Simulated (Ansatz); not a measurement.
**What CdC2 (built on the sites of a database entry of MgC2) distorts into**

Wanted: the energy along a soft mode of CdC2 (built on the sites of a database entry of MgC2) and the structure at the end.

Calculated with Ansatz 0.2.0; DFT PBE, scalar-relativistic, plane waves, norm-conserving pseudopotentials.

The structure was built from a prototype and need not be the compound's stable phase.

### Step 1. The starting structure

The structure is tetragonal, space group P4_2/mnm (No. 136). Conventional cell: a = 3.965 Å, b = 3.965 Å, c = 5.913 Å, α = 90.00°, β = 90.00°, γ = 90.00°. Nearest to Cd lie 2 C at 2.18 Å. C has 1 C at 1.25 Å and 1 Cd at 2.18 Å nearest. Farther neighbours are not listed.

### Step 2. Response at finite wavevector

The cell comes from relaxations at this level that are not shown. Stability and thermal properties need the whole zone. Linear response on a 2×2×2 q mesh gives force constants as far as a supercell of that size would, and the tensors from the zone-centre run are typed in so that the long-range dipole term is interpolated apart.

Contents of input.yaml:

```yaml
crystal:
  lattice:
    - [3.9651099776, 0.0, 0.0]
    - [0.0, 3.9651099776, 0.0]
    - [0.0, 0.0, 5.9125324408]
  atoms:
    - { symbol: Cd, position: [0.5, 0.5, 0.0] }
    - { symbol: Cd, position: [0.0, 0.0, 0.5] }
    - { symbol: C, position: [0.8884665355, 0.8884665355, 0.0] }
    - { symbol: C, position: [0.6115334645, 0.3884665355, 0.5] }
    - { symbol: C, position: [0.1115334645, 0.1115334645, 0.0] }
    - { symbol: C, position: [0.3884665355, 0.6115334645, 0.5] }
kpoints:
  mp_grid: { grid: [8, 8, 4] }
hamiltonian:
  xc: pbe
  pseudopotentials: { kind: nc }
scf:
  occupations: { method: fixed }
output:
  eigenvalues: true
phonons:
  method: dfpt
  qmesh: [2, 2, 2]
  temperatures: { t_max: 1000, t_step: 50 }
  qpath:
    path:
      - [[0.0, 0.0, 0.0], [0.0, 0.5, 0.0], [0.5, 0.5, 0.0], [0.0, 0.0, 0.0], [0.0, 0.0, 0.5], [0.0, 0.5, 0.5], [0.5, 0.5, 0.5], [0.0, 0.0, 0.5]]
      - [[0.0, 0.5, 0.0], [0.0, 0.5, 0.5]]
      - [[0.5, 0.5, 0.0], [0.5, 0.5, 0.5]]
    npoints: 10
  non_analytic_term:
    high_frequency_dielectric_tensor: [[5.1272, 0.0, 0.0], [0.0, 5.1272, 0.0], [0.0, 0.0, 4.2171]]
    born_effective_charges:
      - { species: Cd, tensor: [[2.3804, -0.2215, 0.0], [-0.2215, 2.3804, 0.0], [0.0, 0.0, 2.3428]] }
      - { species: Cd, tensor: [[2.3804, 0.2215, 0.0], [0.2215, 2.3804, 0.0], [0.0, 0.0, 2.3428]] }
      - { species: C, tensor: [[-1.1902, 0.1581, 0.0], [0.1581, -1.1902, 0.0], [0.0, 0.0, -1.1714]] }
      - { species: C, tensor: [[-1.1902, -0.1581, 0.0], [-0.1581, -1.1902, 0.0], [0.0, 0.0, -1.1714]] }
      - { species: C, tensor: [[-1.1902, 0.1581, 0.0], [0.1581, -1.1902, 0.0], [0.0, 0.0, -1.1714]] }
      - { species: C, tensor: [[-1.1902, -0.1581, 0.0], [-0.1581, -1.1902, 0.0], [0.0, 0.0, -1.1714]] }
    source: "zone-centre run at this cell"
```

On the command line:

```console
ansatz run input.yaml --threads 8 --pin off --max-ram 14336MiB --backend cpu --events-out ev --progress --plain --runs-dir out
```

Numbers of over 12 decimals in the logs are rounded to 6 here.

The log of the run:

```text
Warning: phonons: the dynamical matrix that this run interpolates holds no multipole term above the dipole-dipole one, and a site of this crystal is no centre of inversion, so its interpolated transverse optical and acoustic branches and sound speeds can stay off near Gamma, and the density of states and the thermodynamics with them. What a run solves at a wave vector of phonons.qpoints, Gamma apart, where the deck admits one, is free of this, and under fd what a larger phonons.supercell samples
Engine: ansatz 0.2.0, x86_64-unknown-linux-gnu
Pseudopotentials: kind: nc
Pseudopotential: Cd, nc, valence charge 20, recommended cutoff 1071 eV (normal), Cd.nc.azcp
Pseudopotential: C, nc, valence charge 4, recommended cutoff 1115.666836 eV (normal), C.nc.azcp
Functional definition: PBE
  parameter kappa = 0.804
  parameter beta = 0.066725
  exchange = pbe_x(kappa = kappa, mu = beta*pi^2/3)
  correlation = pbe_c(beta = beta)
Crystal: 6 atoms, lattice volume = 92.957 Å³
Basis set: ecut = 1115.666836 eV, 7829 PW (Γ), exchange–correlation on 96×96×144 points (8 copies of the dense FFT grid, shifted against one another)
Bands: 34, of which v1, the nominal top of the filled ones, is band 28 counted from 1 (27 counted from 0)
Symmetry: 16 space group operations
k-points: 45 of 256
Non-local potential: Cd, projectors of the file, l = 0: 2, l = 1: 2, l = 2: 2, l = 3: 1
Non-local potential: C, projectors of the file, l = 0: 2, l = 1: 2
Initial density: superposition of atomic densities (chi_scale 0.1, normalization cell, long waves kept (reshape's long-wave potential 0.00 eV rms))
Initial wavefunctions: pseudopotential atomic-orbital guess
Functional: x = pbe(κ = 0.804, μ = 0.219515), c = pbe(β = 0.066725)
SCF iter   1: F=—  HF=-10187.797289 eV  |F-HF|=—  |Δ(HF+E_count)|=         —  Δρ=9.88e-2  dr2=9.43e0  ethr=3.10e-3  ⟨swp⟩=5.0  Hψ=5964  notcnv=0  defer=156
preconditioner: auto → Resta (q_TF=auto, 2.507 Å⁻¹)  ε∞=6.0  [insulator: Δε(μ)=4.098 eV  Ē_g=10.878 eV  n_scr=28 (ndim 8)  ℏωp=24.4 eV  f_vac=0.000  ε∞_Penn≈6.0]
SCF iter   2: F=—  HF=-10184.983014 eV  |F-HF|=—  |Δ(HF+E_count)|=    2.81e0  Δρ=4.38e-2  dr2=1.68e0  ethr=3.10e-3  ⟨swp⟩=3.0  Hψ=3148  notcnv=0  defer=106
SCF iter   3: F=—  HF=-10184.446895 eV  |F-HF|=—  |Δ(HF+E_count)|=   5.36e-1  Δρ=8.04e-3  dr2=3.44e-2  ethr=2.99e-3  ⟨swp⟩=3.0  Hψ=3027  notcnv=0  defer=150
SCF iter   4: F=—  HF=-10184.452573 eV  |F-HF|=—  |Δ(HF+E_count)|=   5.68e-3  Δρ=1.67e-3  dr2=3.78e-3  ethr=6.15e-5  ⟨swp⟩=3.1  Hψ=2172  notcnv=0  defer=180
SCF iter   5: F=—  HF=-10184.453398 eV  |F-HF|=—  |Δ(HF+E_count)|=   8.24e-4  Δρ=4.85e-4  dr2=1.52e-4  ethr=6.75e-6  ⟨swp⟩=3.0  Hψ=2560  notcnv=0  defer=180
SCF iter   6: F=—  HF=-10184.453591 eV  |F-HF|=—  |Δ(HF+E_count)|=   1.94e-4  Δρ=1.75e-4  dr2=1.82e-5  ethr=2.71e-7  ⟨swp⟩=2.2  Hψ=2781  notcnv=0  defer=180
SCF iter   7: F=—  HF=-10184.453601 eV  |F-HF|=—  |Δ(HF+E_count)|=   9.45e-6  Δρ=4.75e-5  dr2=1.39e-6  ethr=3.26e-8  ⟨swp⟩=2.0  Hψ=2656  notcnv=0  defer=172
SCF iter   8: F=—  HF=-10184.453606 eV  |F-HF|=—  |Δ(HF+E_count)|=   5.64e-6  Δρ=8.82e-6  dr2=8.98e-8  ethr=2.49e-9  ⟨swp⟩=2.6  Hψ=2951  notcnv=0  defer=153
SCF iter   9: F=—  HF=-10184.453607 eV  |F-HF|=—  |Δ(HF+E_count)|=   6.09e-8  Δρ=1.35e-6  dr2=9.92e-10  ethr=1.60e-10  ⟨swp⟩=2.2  Hψ=2312  notcnv=0  defer=153
SCF iter  10: F=—  HF=-10184.453607 eV  |F-HF|=—  |Δ(HF+E_count)|=  8.86e-10  Δρ=2.44e-7  dr2=4.99e-11  ethr=1.77e-12  ⟨swp⟩=3.3  Hψ=3014  notcnv=0  defer=153
SCF iter  11: F=-10184.453607 eV  HF=-10184.453607 eV  |F-HF|=3.64e-12  |Δ(HF+E_count)|=  2.36e-11  Δρ=4.48e-8  dr2=1.86e-12  ethr=1.00e-12  ⟨swp⟩=17.3  Hψ=11550  notcnv=0
SCF 1 converged in 11 iterations: F = -10184.453607 eV  dr2 = 1.86e-12
NSCF: frozen V_eff on 45 k-points
NSCF: frozen V_eff on 102 k-points
DFPT response loops at q = (0, 0, 0) (fractional): preconditioner auto → Resta (q_TF=auto, 2.507 Å⁻¹)  ε∞=4.4 (no band partly filled); β = 1.00, the filter's whole step (`scf.mixing.beta` (0.50) is not read by the response loops at its default; to damp them type it under 1.00, their step now; it binds the ground state too); Broyden in place of MSR1
NSCF: frozen V_eff on 204 k-points
DFPT response loops at q = (0, 0, -0.5) (fractional): mixed as the last ones told, above
NSCF: frozen V_eff on 204 k-points
DFPT response loops at q = (0, -0.5, 0) (fractional): mixed as the last ones told, above
NSCF: frozen V_eff on 204 k-points
DFPT response loops at q = (0, -0.5, -0.5) (fractional): mixed as the last ones told, above
NSCF: frozen V_eff on 204 k-points
DFPT response loops at q = (-0.5, -0.5, 0) (fractional): mixed as the last ones told, above
NSCF: frozen V_eff on 204 k-points
DFPT response loops at q = (-0.5, -0.5, -0.5) (fractional): mixed as the last ones told, above
SCF converged after 11 iterations
Free energy (F): -10184.453607 eV
Harris-Foulkes:  -10184.453607 eV  (|F-HF|=3.64e-12)
Internal energy: -10184.453607 eV  (E = F + TS)
E sigma→0 (E₀):  -10184.453607 eV
Fermi energy:    7.147603 eV
--- Per-component energies (eV) ---
  E_band       = -987.850937
  E_kinetic    = 3691.880876
  E_local      = -10236.192598  (includes V_loc(G=0)·N_el)
  E_nonlocal   = 338.508956
  E_hartree    = 3305.174137
  E_xc         = -1546.631604
  E_vxc        = -1392.396442  (∫ρ·V_xc dr)
  E_ewald      = -5737.193374
  E_smearing   = -0.000000  (= −TS)
  E_closure    = -0.000000  (closes the sum)
  Σ components = -10184.453607   (vs F -10184.453607, Δ=0.00e0)
--- Band table (eV; the first three rows and the last of 45) ---
  k-point 0: bands = [... 24 lower, 4.6241, 5.8157, 5.8157, 5.9844, 10.7764, 11.9425, 13.0396, 13.0396, ... 2 higher]
  k-point 1: bands = [... 24 lower, 5.3487, 5.7957, 5.7957, 6.2257, 10.9057, 11.7130, 12.8846, 12.8846, ... 2 higher]
  k-point 2: bands = [... 24 lower, 5.7747, 5.7747, 6.2061, 6.2061, 11.2628, 11.2628, 12.7505, 12.7505, ... 2 higher]
  k-point 44: bands = [... 24 lower, 4.1777, 4.1777, 6.7827, 6.7827, 11.8799, 11.8799, 12.0157, 12.0157, ... 2 higher]
--- Phonons (Γ-DFPT): 4 representative perturbations + reference (Σ response iterations 13) ---
  ASR residual: 5.957e-5 → 0.000e0 eV/Å²; symmetrization residual: 3.660e-6 eV/Å²
  ASR residual per site (eV/Å²): 5.96e-5 5.96e-5 8.85e-6 8.85e-6 8.85e-6 8.85e-6
  Γ frequencies (cm⁻¹): -79.60 -79.60 -64.06 0.00 0.00 0.00 45.48 60.92 60.92 252.69 252.69 286.65 366.25 373.46 453.54 453.54 1946.97 1948.06
--- Phonons (arbitrary-q DFPT): 6 irreducible q on the 2×2×2 mesh ---
  q = [0.0000, 0.0000, 0.0000] (star 1, of the zone-centre solve; hermiticity 1.62e-7, symmetrization 3.77e-15): -79.60 -79.60 -64.06 -0.00 -0.00 0.00 45.48 60.92 60.92 252.69 252.69 286.65 366.25 373.46 453.54 453.54 1946.97 1948.06
  q = [0.0000, 0.0000, -0.5000] (star 1, 4 solved perturbations in 330 linear systems a pass and spin channel, the states on 102 of 256 k-point pairs; hermiticity 4.32e-8, symmetrization 6.61e-13, the responses' own estimated error 5.0e-5 eV/Å²): -82.70 -82.70 31.75 31.75 41.46 41.46 55.41 55.41 254.45 254.45 270.65 270.65 369.80 369.80 454.10 454.10 1947.50 1947.50
  q = [0.0000, -0.5000, 0.0000] (star 2, 6 solved perturbations on 102 of 256 k-point pairs; hermiticity 6.63e-8, symmetrization 1.38e-13, the responses' own estimated error 4.8e-5 eV/Å²): -12.64 -12.64 61.69 61.69 131.75 131.75 194.44 194.44 227.10 227.10 287.94 287.94 341.66 341.66 418.56 418.56 1948.83 1948.83
  q = [0.0000, -0.5000, -0.5000] (star 2, 6 solved perturbations on 102 of 256 k-point pairs; hermiticity 7.73e-8, symmetrization 4.60e-14, the responses' own estimated error 4.8e-5 eV/Å²): 21.32 21.32 71.24 71.24 170.69 170.69 194.04 194.04 226.81 226.81 278.49 278.49 342.92 342.92 418.42 418.42 1948.70 1948.70
  q = [-0.5000, -0.5000, 0.0000] (star 1, 4 solved perturbations in 330 linear systems a pass and spin channel, the states on 102 of 256 k-point pairs; hermiticity 7.36e-8, symmetrization 1.56e-13, the responses' own estimated error 3.0e-5 eV/Å²): -22.53 -22.53 43.77 43.77 77.44 77.44 166.33 166.33 269.00 269.00 289.56 289.56 331.60 331.60 473.91 473.91 1944.81 1944.81
  q = [-0.5000, -0.5000, -0.5000] (star 1, 4 solved perturbations in 330 linear systems a pass and spin channel, the states on 102 of 256 k-point pairs; hermiticity 5.57e-8, symmetrization 8.28e-14, the responses' own estimated error 4.7e-5 eV/Å²): 47.10 47.10 54.51 54.51 77.36 77.36 185.83 185.83 260.01 260.01 289.61 289.61 338.31 338.31 474.21 474.21 1944.56 1944.56
  sum rule: each row above includes the acoustic sum rule's correction from the zone centre's row sums; it moved no ω² by more than (0.59 cm⁻¹)²
  mesh force constants: q→R imaginary residual 3.43e-18; ASR residual 5.957e-5 → 0.000e0 eV/Å²; symmetrization residual 4.974e-14 eV/Å²
  interpolated dispersion: 94 rows × 18 modes
  density of states and harmonic sums: on the 16×16×12 q-mesh, interpolated from the force constants of a 2×2×2 supercell (with the dipole–dipole term of supplied tensors)
  largest difference from the sums on the solved wave vectors: F 1.64e-1 eV, S 2.30e-4 and C_V 6.59e-5 eV/K
  zero-point energy: 0.445515 eV/cell   skipped modes (ω ≤ 0): 324, of them read as no rigid motion or as one in doubt: 321 (9.840e-1 modes/cell left out, lowest -82.70 cm⁻¹)   left out of the sums: 5.47e-2 of the cell's modes: C_V's classical limit lies that fraction below 3 k_B per atom; for a crystal, a wire or a layer, F and S can be off by more, and a phonons.interpolated_qmesh denser along its periods is the remedy for the sampling
```

It took 3.1 min on 8 threads of Intel Xeon 6975P-C (Granite Rapids), shared host; peak memory 3.2 GiB; 24 min of CPU time.

This step gave:

* gap on the k-mesh: 3.096 eV
* volume per atom: 15.49 Å³
* sum-rule residual before enforcement: 5.96e-5 eV/Å²
* lowest frequency on the path: -82.70 cm⁻¹
* point group: 4/mmm
* highest frequency on the path or at a solved wavevector: 1950 cm⁻¹
* highest optical mode at the zone centre (no LO-TO term): 1948 cm⁻¹
* lowest optical zone-centre mode: -79.6 cm⁻¹
* lowest mode on the q mesh (acoustic modes at Γ apart): -82.7 cm⁻¹

Frequencies (cm⁻¹) solved at each irreducible wavevector; negative means imaginary. Frequencies by wavevector, by row:

```csv
q in reciprocal lattice units,star,mode 1,mode 2,mode 3,mode 4,mode 16,mode 17,mode 18
0 0 0,1,-79.6,-79.6,-64.1,0,453.5,1947,1948
0 0 -0.5,1,-82.7,-82.7,31.8,31.8,454.1,1948,1948
0 -0.5 0,2,-12.6,-12.6,61.7,61.7,418.6,1949,1949
0 -0.5 -0.5,2,21.3,21.3,71.2,71.2,418.4,1949,1949
-0.5 -0.5 0,1,-22.5,-22.5,43.8,43.8,473.9,1945,1945
-0.5 -0.5 -0.5,1,47.1,47.1,54.5,54.5,474.2,1945,1945
```

Interpolated from a 2×2×2 q mesh, rough between the solved points, with the LO-TO term (at Γ the limit along the path; where Γ stands inside the path, tables give the limit on arrival). Phonon branches along the path, in cm⁻¹:

```csv
point,branch 1,branch 2,branch 3,branch 4,branch 15,branch 16,branch 17,branch 18
Γ,-80,-64,0,0,454,481,1947,1948
halfway,-38,32,35,47,436,456,1948,1948
X,-13,-13,62,62,419,419,1949,1949
halfway,-19,-19,54,54,446,446,1947,1947
M,-22,-22,44,44,474,474,1945,1945
halfway,-34,26,28,53,416,464,1945,1950
Γ,-80,-64,0,0,454,481,1947,1948
halfway,-81,-81,18,18,454,454,1947,1948
Z,-83,-83,32,32,454,454,1948,1948
halfway,-27,-27,54,54,442,442,1948,1948
R,21,21,71,71,418,418,1949,1949
halfway,32,32,64,64,446,446,1947,1947
A,47,47,54,54,474,474,1945,1945
halfway,-23,38,50,53,415,463,1945,1950
Z,-83,-83,32,32,454,454,1948,1948
jump to X,-13,-13,62,62,419,419,1949,1949
halfway,14,14,67,67,418,418,1949,1949
R,21,21,71,71,418,418,1949,1949
jump to M,-22,-22,44,44,474,474,1945,1945
halfway,36,36,46,46,474,474,1945,1945
A,47,47,54,54,474,474,1945,1945
```

Symmetry leaves 6 wavevectors to solve. The lowest mode among them, the acoustic zeros apart, lies at q = (0, 0, -0.5) and is imaginary, 82.7i cm⁻¹, so the energy falls along it.

### Step 3. The mode frozen in, largest atomic shift 0 Å

The mode followed lies at Γ with frequency 79.6i cm⁻¹ and is 2-fold degenerate, one of the unstable modes though not the softest. At small amplitude the distorted cell has space group no. 31 by a symmetry search on the positions. The undistorted cell that holds it gives the zero of energy on the same k mesh.

input.yaml, the sections that differ from step 2:

```yaml
scf:
  occupations: { method: gaussian, width: 0.02 }
output:
  forces: true
  stress: true
  eigenvalues: true
# crystal, kpoints, hamiltonian: as in step 2
# phonons: removed
```

The log of the run:

```text
[...]
Crystal: 6 atoms, lattice volume = 92.957 Å³
Basis set: ecut = 1115.666836 eV, 7829 PW (Γ), exchange–correlation on 90×90×144 points (8 copies of the dense FFT grid, shifted against one another)
Bands: 34, of which v1, the nominal top of the filled ones, is band 28 counted from 1 (27 counted from 0)
Symmetry: 16 space group operations
[...]
k-points: 45 of 256
[...]
k-point 0: bands = [... 24 lower, 4.6241, 5.8157, 5.8157, 5.9845, 10.7764, 11.9426, 13.0397, 13.0397, ... 1 higher]
  k-point 1: bands = [... 24 lower, 5.3487, 5.7957, 5.7957, 6.2258, 10.9057, 11.7131, 12.8847, 12.8847, ... 1 higher]
  k-point 2: bands = [... 24 lower, 5.7748, 5.7748, 6.2062, 6.2062, 11.2629, 11.2629, 12.7506, 12.7506, ... 1 higher]
  k-point 44: bands = [... 24 lower, 4.1778, 4.1778, 6.7827, 6.7827, 11.8799, 11.8799, 12.0158, 12.0158, ... 1 higher]
[key lines of the parts left out:]
SCF converged after 8 iterations
Free energy (F): -10184.453606 eV
Fermi energy:    8.695729 eV
P = ⅓ Tr σ = 0.0002 GPa (0.002 kbar)
```

It took 2.1 s on 8 threads; peak memory 1.1 GiB; 15 s of CPU time.

This step gave:

```yaml
pressure: 2.50e-4 GPa
energy_from_the_undistorted_cell: 0 meV/atom
```

At this level the gap is 3.10 eV on the k-mesh of the self-consistent run, which can miss the band edges.

### Step 4. The mode frozen in, largest atomic shift 0.22 Å

The atoms are moved along the unstable eigenvector, the largest shift by 0.22 Å, with the cell fixed.

input.yaml, the sections that differ from step 3:

```yaml
crystal:
  lattice:
    - [3.9651099776, 0.0, 0.0]
    - [0.0, 3.9651099776, 0.0]
    - [0.0, 0.0, 5.9125324408]
  atoms:
    - { symbol: Cd, position: [0.5092664654, 0.4836600376, 0.0] }
    - { symbol: Cd, position: [0.0092664654, 0.0163399624, 0.5] }
    - { symbol: C, position: [0.8451029339, 0.9230796512, 0.0] }
    - { symbol: C, position: [0.5681698629, 0.3538534198, 0.5] }
    - { symbol: C, position: [0.0681698629, 0.1461465802, 0.0] }
    - { symbol: C, position: [0.3451029339, 0.5769203488, 0.5] }
# kpoints, hamiltonian, scf, output: as in step 3
```

The log of the run:

```text
[...]
Crystal: 6 atoms, lattice volume = 92.957 Å³
Basis set: ecut = 1115.666836 eV, 7829 PW (Γ), exchange–correlation on 90×90×144 points (8 copies of the dense FFT grid, shifted against one another)
Bands: 34, of which v1, the nominal top of the filled ones, is band 28 counted from 1 (27 counted from 0)
Symmetry: 4 space group operations
[...]
k-point 0: bands = [... 24 lower, 4.4935, 5.8703, 5.9280, 5.9845, 10.6011, 11.7250, 12.8873, 13.0583, ... 1 higher]
  k-point 1: bands = [... 24 lower, 5.1907, 5.8397, 5.9298, 6.2008, 10.7200, 11.4902, 12.8255, 12.9070, ... 1 higher]
  k-point 2: bands = [... 24 lower, 5.7667, 5.7667, 6.1869, 6.1869, 11.0540, 11.0540, 12.7728, 12.7728, ... 1 higher]
  k-point 74: bands = [... 24 lower, 4.3949, 4.3949, 6.6961, 6.6961, 11.8951, 11.8951, 11.9262, 11.9262, ... 1 higher]
[key lines of the parts left out:]
SCF converged after 9 iterations
Free energy (F): -10184.469930 eV
Fermi energy:    8.707546 eV
P = ⅓ Tr σ = 0.2801 GPa (2.801 kbar)
```

Elapsed: 5.2 s, on 8 threads; peak memory 1.1 GiB.

Numbers from this step:

```yaml
pressure: 0.2801 GPa
gap_on_the_k_mesh: 3.354 eV
energy_from_the_undistorted_cell: -2.721 meV/atom
```

The energy, extrapolated to zero smearing, is -2.72 meV/atom against the undistorted cell.

The run ends at a pressure of 0.28 GPa, with forces up to 0.29 eV/Å.

### Step 5. Energy along the mode, all amplitudes (two of the runs are shown above)

An imaginary frequency means negative curvature, so the energy should fall and then rise again as anharmonic terms take over.

This step gave:

| Item | Value |
| --- | --- |
| depth at the lowest point sampled | 2.721 meV/atom |
| largest atomic shift at that point | 0.22 Å |

Energy from the parent against largest atomic shift:

```csv
largest atomic shift (Å),energy from the parent (meV/atom)
0.000,0
0.040,-0.225
0.080,-0.844
0.140,-2.12
0.220,-2.72
0.320,4.41
```

Displacement at unit largest shift by atom:

```csv
atom,x (Å),y (Å),z (Å),size
Cd1,0.17,-0.29,0.00,0.34
Cd2,0.17,0.29,0.00,0.34
C3,-0.78,0.62,0.00,1.00
C4,-0.78,-0.62,0.00,1.00
C5,-0.78,0.62,0.00,1.00
C6,-0.78,-0.62,0.00,1.00
```

The lowest of the steps tried is at 0.22 Å, 2.72 meV/atom below the parent; the bottom of the well need not coincide with a step.

[end of part 1 of 3]

[Logs are printed without paths, hosts, clocks, repeated set-up lines and the standing remarks that a program may print on its own settings, such as how far it seeks lower states.]

[Hosts, paths, dates, database ids (printed as entryN), source tags and the programs' standing remarks are cut or masked in the printed files.]
